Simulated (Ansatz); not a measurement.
**G0W0 on several functionals: TiO2 (I4/m)**

How much of the starting functional survives in the G0W0 gap of TiO2 (I4/m)?

Calculated with Ansatz 0.2.0; G0W0 on several functionals, plane waves, PAW.

In doubt: masses and optical values from hybrid runs of this build are listed as unsure (step 4), which bears on the screening that GW takes from such a start.

## 1. Set-up

It takes space group I4/m (No. 87, tetragonal). The conventional cell has a = 8.702 Å, b = 8.702 Å, c = 3.775 Å, α = 90.00°, β = 90.00°, γ = 90.00°. Nearest to Ti lie 6 O at 1.80 to 2.26 Å. O has 4 Ti at 1.95 to 2.26 Å nearest. Nearest to O lie 2 Ti at 1.80 to 1.81 Å. Farther neighbours and most contacts between anions are not listed.

The cell and positions are those that the Materials Project relaxed with its own functionals (PBE, PBE+U or r2SCAN), kept fixed. This is not the form that TiO2 usually takes at ambient conditions.

## 2. G0W0 on LDA

G0W0 replaces the xc potential by the self-energy, built once from these orbitals. Only a window of levels is corrected, while the sums run over the empty bands that the input names. This step takes PAW set soft_1 files.

This step: G0W0 on LDA, plane waves, PAW; PAW set soft_1.

input.yaml reads:

```yaml
crystal:
  lattice:
    - [-4.3507577183, 4.3507577183, 1.8875555959]
    - [4.3507577183, -4.3507577183, 1.8875555959]
    - [4.3507577183, 4.3507577183, -1.8875555959]
  atoms:
    - { symbol: Ti, position: [0.2922817, 0.00285525, 0.29513695] }
    - { symbol: Ti, position: [0.00285525, 0.7077183, 0.71057354] }
    - { symbol: Ti, position: [0.99714475, 0.2922817, 0.28942646] }
    - { symbol: Ti, position: [0.7077183, 0.99714475, 0.70486305] }
    - { symbol: O, position: [0.49886382, 0.15078472, 0.64964854] }
    - { symbol: O, position: [0.16166201, 0.8403974, 0.00205942] }
    - { symbol: O, position: [0.15078471, 0.50113618, 0.65192089] }
    - { symbol: O, position: [0.15960259, 0.16166201, 0.32126461] }
    - { symbol: O, position: [0.8403974, 0.83833799, 0.67873539] }
    - { symbol: O, position: [0.84921528, 0.49886382, 0.34807911] }
    - { symbol: O, position: [0.83833799, 0.15960259, 0.99794058] }
    - { symbol: O, position: [0.50113618, 0.84921529, 0.35035146] }
kpoints:
  mp_grid: { grid: [4, 4, 4] }
hamiltonian:
  xc: lda
  pseudopotentials: { kind: paw, azcp: { folder: soft_1 }, xc_functional: pbe }
scf:
  occupations: { method: fixed }
gw:
  n_empty_bands: 324
  ecut_chi: 100
  qp_bands: [v4, c4]
  qp_kpoints: band_edges
  screening: { model: contour_deformation }
```

The run is started by

```bash
$ ansatz run input.yaml --threads 2 --pin off --max-ram 92160MiB --backend cuda --events-out ev --progress --plain --runs-dir out --devices 1 --max-vram 13GiB
```

Numbers of over 12 decimals in the logs are rounded to 6 here.

Output:

```text
GPUs: using 1 of 1 available (devices: 1).
Engine: ansatz 0.2.0, x86_64-unknown-linux-gnu
Pseudopotentials: kind: paw
Pseudopotential: Ti, paw, valence charge 12, recommended cutoff 420 eV (normal), soft_1/Ti.paw.azcp
Pseudopotential: O, paw, valence charge 6, recommended cutoff 420 eV (normal), soft_1/O.paw.azcp
Functional definition: SPW92
  exchange = slater_x
  correlation = pw_c
device memory: the entry about to start is reckoned to put 2.9 GiB on a device that reports 45.3 GiB free (of which the cap on the GPU budget leaves the run 13.0 GiB)
GPU FFT provider: cuFFT
GPU libraries: cuBLAS 13.8.2, cuFFT 12.4.0, cuSOLVER 12.3.4
Crystal: 12 atoms, lattice volume = 142.919 Å³
Basis set: ecut = 420 eV, 2795 PW (Γ)
Bands: 60, of which v1, the nominal top of the filled ones, is band 48 counted from 1 (47 counted from 0)
Symmetry: 8 space group operations
Space group: I4/m (ITA 87), of the structure as read, at distance tolerance 5.2e-5 Å
k-points: 14 of 64
Non-local potential: Ti, projectors of the file, l = 0: 3, l = 1: 2, l = 2: 3, l = 3: 1
Non-local potential: O, projectors of the file, l = 0: 2, l = 1: 2, l = 2: 1
PAW form: soft (Blöchl's): semilocal exchange-correlation on the pseudo side does not see the compensation charge
PAW frozen core: Ti, regenerated for the run's functional, and the local potential with it (the file was generated under x = pbe(κ = 0.804, μ = 0.219515), c = pbe(β = 0.066725))
PAW frozen core: O, regenerated for the run's functional, and the local potential with it (the file was generated under x = pbe(κ = 0.804, μ = 0.219515), c = pbe(β = 0.066725))
PAW one-centre angular grid: Ti, 590 points (default); XC on 64 Gauss nodes
PAW one-centre angular grid: O, 110 points (default); XC on 64 Gauss nodes
Initial density: superposition of atomic densities (chi_scale 0.1, normalization cell, long waves kept (reshape's long-wave potential 0.09 eV rms))
Initial wavefunctions: pseudopotential atomic-orbital guess
GPU buffer pool allocated for 91125 grid points (all kernels)
GPU transforms: local potential and band sums: pruned to the plane-wave sphere, on 45×45×45
Functional: x = slater, c = lda
SCF iter   1: F=—  HF=-14261.271789 eV  |F-HF|=—  |Δ(HF+E_count)|=         —  Δρ=5.03e-2  dr2=4.39e0  ethr=3.10e-3  ⟨swp⟩=3.2  Hψ=2533  notcnv=0  defer=114
preconditioner: auto → Resta (q_TF=auto, 2.553 Å⁻¹)  ε∞=7.6  [insulator: Δε(μ)=1.144 eV  Ē_g=9.644 eV  n_scr=44 (ndim 8)  ℏωp=24.8 eV  f_vac=0.049  ε∞_Penn≈7.6]
SCF iter   2: F=—  HF=-14260.657959 eV  |F-HF|=—  |Δ(HF+E_count)|=   6.14e-1  Δρ=2.97e-2  dr2=1.47e0  ethr=3.10e-3  ⟨swp⟩=2.7  Hψ=1386  notcnv=0  defer=117
SCF iter   3: F=—  HF=-14260.408634 eV  |F-HF|=—  |Δ(HF+E_count)|=   2.49e-1  Δρ=2.33e-2  dr2=9.65e-1  ethr=1.53e-3  ⟨swp⟩=2.0  Hψ=1222  notcnv=0  defer=100
SCF iter   4: F=—  HF=-14260.251636 eV  |F-HF|=—  |Δ(HF+E_count)|=   1.57e-1  Δρ=6.04e-3  dr2=8.17e-2  ethr=1.01e-3  ⟨swp⟩=2.2  Hψ=1137  notcnv=0  defer=134
SCF iter   5: F=—  HF=-14260.247741 eV  |F-HF|=—  |Δ(HF+E_count)|=   3.90e-3  Δρ=5.88e-3  dr2=5.91e-2  ethr=8.51e-5  ⟨swp⟩=2.0  Hψ=1228  notcnv=0  defer=127
SCF iter   6: F=—  HF=-14260.242239 eV  |F-HF|=—  |Δ(HF+E_count)|=   5.50e-3  Δρ=1.59e-3  dr2=6.04e-3  ethr=6.15e-5  ⟨swp⟩=2.0  Hψ=1130  notcnv=0  defer=136
SCF iter   7: F=—  HF=-14260.244179 eV  |F-HF|=—  |Δ(HF+E_count)|=   1.94e-3  Δρ=4.94e-4  dr2=4.54e-4  ethr=6.29e-6  ⟨swp⟩=2.0  Hψ=1101  notcnv=0  defer=136
SCF iter   8: F=—  HF=-14260.244525 eV  |F-HF|=—  |Δ(HF+E_count)|=   3.46e-4  Δρ=2.22e-4  dr2=8.83e-5  ethr=4.73e-7  ⟨swp⟩=2.0  Hψ=1150  notcnv=0  defer=81
SCF iter   9: F=—  HF=-14260.244539 eV  |F-HF|=—  |Δ(HF+E_count)|=   1.34e-5  Δρ=3.81e-5  dr2=2.10e-6  ethr=9.20e-8  ⟨swp⟩=2.0  Hψ=1159  notcnv=0  defer=78
SCF iter  10: F=—  HF=-14260.244539 eV  |F-HF|=—  |Δ(HF+E_count)|=   3.37e-7  Δρ=1.20e-5  dr2=1.92e-7  ethr=2.19e-9  ⟨swp⟩=2.0  Hψ=1378  notcnv=0  defer=78
SCF iter  11: F=-14260.244539 eV  HF=-14260.244539 eV  |F-HF|=8.04e-10  |Δ(HF+E_count)|=   3.36e-8  Δρ=3.49e-6  dr2=1.62e-8  ethr=1.04e-10  ⟨swp⟩=9.7  Hψ=2664  notcnv=0
SCF 1 converged in 11 iterations: F = -14260.244539 eV  dr2 = 1.62e-8
  greatest PAW one-centre occupation: 0.998 electrons in one spin orbital (limit 2), on the Ti atom at site 2 (counted from 0), in its partial waves of l = 0
device memory: the entry about to start is reckoned to put 3.5 GiB (of the 3.6 GiB reckoned in all, the device holds 0.1 GiB already) on a device that reports 45.3 GiB free (of which the cap on the GPU budget leaves the run 13.0 GiB)
NSCF: frozen V_eff on 14 k-points
the band table was solved once the SCF had ended and its energy, with any forces and stress, was formed, with the checks that follow a solve (3095 applications of the Hamiltonian). They found nothing against the state; the energy, forces and stress were not computed again (output.eigenvalues in the input reference)
device memory: the entry about to start is reckoned to put 3.2 GiB on a device that reports 45.3 GiB free (of which the cap on the GPU budget leaves the run 13.0 GiB)
NSCF: frozen V_eff on 14 k-points
G₀W₀ screening: q 1/14
[... further progress lines ...]
device memory: the entry about to start is reckoned to put 1.2 GiB on a device that reports 47.6 GiB free (of which the cap on the GPU budget leaves the run 13.0 GiB)
NSCF: frozen V_eff on 1 k-points
SCF converged after 11 iterations
Free energy (F): -14260.244539 eV
Harris-Foulkes:  -14260.244539 eV  (|F-HF|=8.04e-10)
Internal energy: -14260.244539 eV  (E = F + TS)
E sigma→0 (E₀):  -14260.244539 eV
Fermi energy:    6.372895 eV
--- Per-component energies (eV) ---
  E_band       = -994.290620
  E_kinetic    = 2450.273808
  E_local      = -8204.967564  (includes V_loc(G=0)·N_el)
  E_nonlocal   = 681.154867
  E_hartree    = 3211.110383
  E_xc         = -1022.884416
  E_vxc        = -1303.201200  (∫ρ·V_xc dr)
  E_paw        = -5179.714391  (= ΣΔE_a)
  E_vpaw       = -1039.773439  (= ΣTr[D̂ρ^β])
  E_aug_tail   = 0.006017  (compensation charges beyond the density's cutoff)
  E_ewald      = -6197.302418
  E_core_change = 2.079174  (= ΣΔE_core)
  E_smearing   = -0.000000  (= −TS)
  E_closure    = -0.000000  (closes the sum)
  Σ components = -14260.244539   (vs F -14260.244539, Δ=0.00e0)
--- Band table (eV; the first three rows and the last of 14) ---
  k-point 0: bands = [... 44 lower, 5.4350, 5.4350, 5.4396, 5.6661, 7.8988, 9.3432, 9.3432, 9.4066, ... 8 higher]
  k-point 1: bands = [... 44 lower, 5.2082, 5.3909, 5.4611, 5.7369, 8.1397, 9.1749, 9.1974, 9.4540, ... 8 higher]
  k-point 2: bands = [... 44 lower, 5.1951, 5.4128, 5.4469, 5.6951, 8.5795, 8.8380, 9.0492, 9.6062, ... 8 higher]
  k-point 13: bands = [... 44 lower, 5.1375, 5.2127, 5.2127, 6.3729, 9.1695, 9.1695, 9.2207, 9.4164, ... 8 higher]
--- G₀W₀: contour deformation, 7 samples at zero and on the imaginary axis and 1 off it, 64 q-points, 324 empty bands' worth ---
  eigenvalues of the whole cell's RPA ε∞ on this k-mesh (on a slab, of 1 + 4πα/V) = 6.1659, 6.1659, 6.2697; static W/v taken at q = 0 is 0.160737
  gw.qp_kpoints: band_edges: 14 of 14 stored k-points solved, in 1 pass; an edge of the gap read off the rows below is read off those points alone
    ik  band        ε_KS         Σx   Σc(E_QP)       V_xc       Z   E_QP_lin       E_QP  E_QP is
     0    45      5.4350   -25.7513     4.6590   -21.0295  0.7190     5.3722     5.3723  root
     0    46      5.4350   -25.7513     4.6590   -21.0295  0.7190     5.3722     5.3723  root
     0    47      5.4396   -25.6655     4.6102   -20.9715  0.7238     5.3557     5.3559  root
     0    48      5.6661   -25.1664     4.6840   -20.3567  0.7107     5.5401     5.5404  root
     0    49      7.8988   -12.6245    -6.2409   -20.5081  0.7435     9.5927     9.5415  root
     0    50      9.3432   -14.1253    -6.5477   -22.3172  0.7180    11.0563    10.9874  root
     0    51      9.3432   -14.1253    -6.5477   -22.3172  0.7180    11.0563    10.9874  root
     0    52      9.4066   -14.1387    -7.0200   -22.8960  0.7144    11.2245    11.1440  root
     1    45      5.2082   -26.5046     4.6544   -21.8016  0.7268     5.1596     5.1597  root
     1    46      5.3909   -25.4531     4.5315   -20.8570  0.7201     5.3262     5.3263  root
     1    47      5.4611   -25.7189     4.6083   -21.0519  0.7196     5.4024     5.4025  root
     1    48      5.7369   -25.3430     4.6486   -20.5872  0.7115     5.6294     5.6296  root
     1    49      8.1397   -12.8597    -6.2795   -20.7832  0.7393     9.8371     9.7837  root
     1    50      9.1749   -13.7902    -6.7870   -22.2983  0.7216    10.9688    10.8960  root
     1    51      9.1974   -13.9207    -6.6058   -22.1847  0.7198    10.9247    10.8556  root
     1    52      9.4540   -13.9516    -6.8713   -22.5016  0.7141    11.2090    11.1327  root
     2    45      5.1951   -26.4598     4.5772   -21.8532  0.7264     5.1657     5.1657  root
     2    46      5.4128   -25.1362     4.4264   -20.6460  0.7153     5.3489     5.3490  root
     2    47      5.4469   -25.8290     4.6477   -21.1280  0.7192     5.3935     5.3935  root
     2    48      5.6951   -25.1584     4.5691   -20.4952  0.7095     5.6008     5.6009  root
     2    49      8.5795   -13.3112    -6.1369   -21.0538  0.7333    10.2388    10.1852  root
     2    50      8.8380   -13.4476    -6.8699   -22.0334  0.7236    10.6254    10.5539  root
     2    51      9.0492   -13.5090    -6.7443   -21.9668  0.7247    10.8326    10.7626  root
     2    52      9.6062   -13.6715    -7.3882   -22.7899  0.7081    11.4244    11.3364  root
[...]
13    45      5.1375   -26.5439     4.3857   -22.1912  0.7292     5.1705     5.1705  root
    13    46      5.2127   -25.2073     4.8524   -20.2174  0.7131     5.0748     5.0752  root
    13    47      5.2127   -25.2073     4.8524   -20.2174  0.7131     5.0748     5.0752  root
    13    48      6.3729   -25.8163     4.5066   -21.2578  0.7170     6.3209     6.3210  root
    13    49      9.1695   -13.2723    -7.0895   -22.0760  0.7181    10.9611    10.8837  root
    13    50      9.1695   -13.2723    -7.0895   -22.0760  0.7181    10.9611    10.8837  root
    13    51      9.2207   -13.7300    -6.2989   -21.6540  0.7264    10.9080    10.8457  root
    13    52      9.4164   -13.6432    -7.5331   -22.9470  0.7087    11.2791    11.1872  root
```

Elapsed: 33 s, on 1 × NVIDIA H100 80GB HBM3 (shared by 6 runs) with 2 threads of AMD EPYC 7R13 (Zen 3), shared host; peak memory 1.6 GiB; 52 s of CPU time.

Numbers from this step:

- bands summed: 372
- RPA ε∞ on this mesh (eigenvalues): 6.166, 6.166, 6.270
- plane waves in the screening matrix: 331
- q-points in the mesh: 64
- G0W0 gap on the mesh: 3.220 eV
- k of the valence top: -0.5, -0.5, -0.5
- k of the conduction bottom: 0, 0, 0
- starting gap on the mesh: 1.526 eV
- Z at the valence top: 0.7170
- Z at the conduction bottom: 0.7435
- least direct G0W0 gap on the computed points: 4.001 eV

The gap on the mesh goes from 1.53 eV to 3.22 eV, a correction of +1.69 eV. Between the two edge states, bare exchange in place of the xc potential would open the gap by 12.44 eV, and correlation takes back 10.75 eV.

## 3. G0W0 on r2SCAN

The same correction from a different start measures what one shot leaves open.

This step: G0W0 on r2SCAN, plane waves, PAW; PAW set soft_1.

input.yaml: that of step 2 with these lines changed.

```diff
@@ -21,4 +21,4 @@
 hamiltonian:
-  xc: lda
-  pseudopotentials: { kind: paw, azcp: { folder: soft_1 }, xc_functional: pbe }
+  xc: r2scan
+  pseudopotentials: { kind: paw, azcp: { folder: soft_1 } }
 scf:
```

Output:

```text
GPUs: using 1 of 1 available (devices: 1).
[...]
GPU FFT provider: cuFFT
GPU libraries: cuBLAS 13.8.2, cuFFT 12.4.0, cuSOLVER 12.3.4
Crystal: 12 atoms, lattice volume = 142.919 Å³
Basis set: ecut = 500 eV, 3623 PW (Γ), exchange–correlation on 192×192×192 points (64 copies of the dense FFT grid, shifted against one another)
Bands: 60, of which v1, the nominal top of the filled ones, is band 48 counted from 1 (47 counted from 0)
Symmetry: 8 space group operations
[...]
k-points: 14 of 64
[...]
GPU buffer pool allocated for 110592 grid points (all kernels)
[...]
SCF iter   1: F=—  HF=-14584.734755 eV  |F-HF|=—  |Δ(HF+E_count)|=         —  Δρ=6.88e-2  dr2=7.11e0  dr2_τ=1.20e0  ethr=3.10e-3  ⟨swp⟩=4.2  Hψ=2552  notcnv=0  defer=127
[...]
SCF iter  10: F=-14584.775261 eV  HF=-14584.775261 eV  |F-HF|=1.00e-8  |Δ(HF+E_count)|=   2.76e-7  Δρ=4.36e-6  dr2=2.73e-8  dr2_τ=1.51e-9  ethr=1.04e-10  ⟨swp⟩=10.4  Hψ=2962  notcnv=0
SCF 1 converged in 10 iterations: F = -14584.775261 eV  dr2 = 2.73e-8
[...]
NSCF: frozen V_eff on 14 k-points
[...]
G₀W₀ screening: q 1/14
[... further progress lines ...]
[...]
SCF converged after 10 iterations
Free energy (F): -14584.775261 eV
[...]
Internal energy: -14584.775261 eV  (E = F + TS)
E sigma→0 (E₀):  -14584.775261 eV
Fermi energy:    6.392312 eV
[...]
--- Band table (eV; the first three rows and the last of 14) ---
  k-point 0: bands = [... 44 lower, 5.4024, 5.4024, 5.4093, 5.6801, 8.4036, 9.7985, 9.7985, 9.8353, ... 8 higher]
  k-point 1: bands = [... 44 lower, 5.1877, 5.3733, 5.4332, 5.7527, 8.6339, 9.6239, 9.6556, 9.9104, ... 8 higher]
  k-point 2: bands = [... 44 lower, 5.1757, 5.4129, 5.4179, 5.7217, 9.0593, 9.3043, 9.5135, 10.0640, ... 8 higher]
  k-point 13: bands = [... 44 lower, 5.1106, 5.1976, 5.1976, 6.3923, 9.6422, 9.6422, 9.6899, 9.8664, ... 8 higher]
[...]
bands read: the sum over 372 bands ends inside a degenerate multiplet in 1 slot, whose members it reads at an even weight; the widest, k=9: bands 372 to 373 (counted from 1) at 1/2 each
[...]
0    45      5.4024   -25.8940     4.6247   -21.3253  0.7325     5.4583     5.4584  root
     0    46      5.4024   -25.8940     4.6247   -21.3253  0.7325     5.4583     5.4584  root
     0    47      5.4093   -25.8035     4.5728   -21.2850  0.7373     5.4636     5.4637  root
     0    48      5.6801   -25.3414     4.6508   -20.7094  0.7240     5.6989     5.6989  root
     0    49      8.4036   -12.5367    -6.1155   -19.8810  0.7513     9.6568     9.6324  root
     0    50      9.7985   -13.9405    -6.4224   -21.6865  0.7277    11.1590    11.1221  root
     0    51      9.7985   -13.9405    -6.4224   -21.6865  0.7277    11.1590    11.1221  root
     0    52      9.8353   -13.9906    -6.8187   -22.1965  0.7244    11.2643    11.2225  root
[...]
13    49      9.6422   -13.1945    -6.8733   -21.4072  0.7273    11.0201    10.9816  root
    13    50      9.6422   -13.1945    -6.8733   -21.4072  0.7273    11.0201    10.9816  root
    13    51      9.6899   -13.6286    -6.1753   -21.0929  0.7352    11.0117    10.9790  root
    13    52      9.8664   -13.5352    -7.2601   -22.1895  0.7187    11.3063    11.2606  root
```

Wall time 32 s (1 × NVIDIA H100 80GB HBM3 (shared by 6 runs) with 2 threads); peak memory 2 GiB.

This step gave:

```yaml
bands_summed: 372
rpa_eps_infinity_on_this_mesh_eigenvalues: 5.334, 5.376, 5.376
plane_waves_in_the_screening_matrix: 331
q_points_in_the_mesh: 64
g0w0_gap_on_the_mesh: 3.137 eV
k_of_the_valence_top: -0.5, -0.5, -0.5
k_of_the_conduction_bottom: 0, 0, 0
starting_gap_on_the_mesh: 2.011 eV
z_at_the_valence_top: 0.7303
z_at_the_conduction_bottom: 0.7513
least_direct_g0w0_gap_on_the_computed_points: 3.933 eV
```

Against the run with 4×4×4 mesh, 324 empty bands, screening to 100 eV, PAW set soft_1 files on LDA, the gap moves by −0.08 eV, while the start moved by +0.49 eV.

## 4. G0W0 on HSE06

This step: G0W0 on HSE06, plane waves, PAW; PAW set soft_1.

input.yaml: that of step 3 with these lines changed.

```diff
@@ -21,3 +21,3 @@
 hamiltonian:
-  xc: r2scan
+  xc: hse06
   pseudopotentials: { kind: paw, azcp: { folder: soft_1 } }
```

Output:

```text
GPUs: using 1 of 1 available (devices: 1).
[...]
davidson cushion auto → on  (no smearing: the cushion is to keep the highest requested band from converging to the state above it; pin scf.eigensolver.cushion to override)
[...]
GPU FFT provider: cuFFT
GPU libraries: cuBLAS 13.8.2, cuFFT 12.4.0, cuSOLVER 12.3.4
Crystal: 12 atoms, lattice volume = 142.919 Å³
Basis set: ecut = 420 eV, 2795 PW (Γ)
[...]
0    51     10.3526   -13.4049    -5.9877   -20.2768  0.7622    11.2477    11.2368  root
     0    52     10.4161   -13.5413    -6.3353   -20.8066  0.7585    11.3585    11.3460  root
[...]
13    49     10.1894   -13.0841    -5.7394   -19.7011  0.7697    11.0771    11.0670  root
    13    50     10.2273   -12.7311    -6.3695   -19.9714  0.7613    11.1090    11.0981  root
    13    51     10.2273   -12.7311    -6.3695   -19.9714  0.7613    11.1090    11.0981  root
    13    52     10.5020   -13.1351    -6.7119   -20.7500  0.7531    11.4175    11.4049  root
[key lines of the parts left out:]
Free energy (F): -14551.403208 eV
Fermi energy:    5.811285 eV
```

Elapsed: 91 s, on 1 × NVIDIA H100 80GB HBM3 (shared by 6 runs) with 2 threads; peak memory 2.5 GiB; 2 min of CPU time.

Numbers from this step:

```yaml
bands_summed: 372
rpa_eps_infinity_on_this_mesh_eigenvalues: 4.277, 4.456, 4.456
plane_waves_in_the_screening_matrix: 331
g0w0_gap_on_the_mesh: 3.436 eV
k_of_the_valence_top: -0.5, -0.5, -0.5
k_of_the_conduction_bottom: 0, 0, 0
starting_gap_on_the_mesh: 3.025 eV
least_direct_g0w0_gap_on_the_computed_points: 4.264 eV
```

Against the run with 4×4×4 mesh, 324 empty bands, screening to 100 eV, PAW set soft_1 files on r2SCAN, the gap moves by +0.30 eV, while the start moved by +1.01 eV.

[end of part 1 of 2]

[Paths, hosts, dates, memory and timing lines, banners, echoed tables and standing remarks are left out of the program output.]

[Logs are printed without paths, hosts, clocks, repeated set-up lines and the standing remarks that a program may print on its own settings, such as how far it seeks lower states.]

[Runs of the session that timed out or met a known fault of the program may be left out.]

[Cells called generated may have been cut or substituted from an entry of the Crystallography Open Database or the Materials Project.]

[Hosts, paths, dates, database ids (printed as entryN), source tags and the programs' standing remarks are cut or masked in the printed files.]
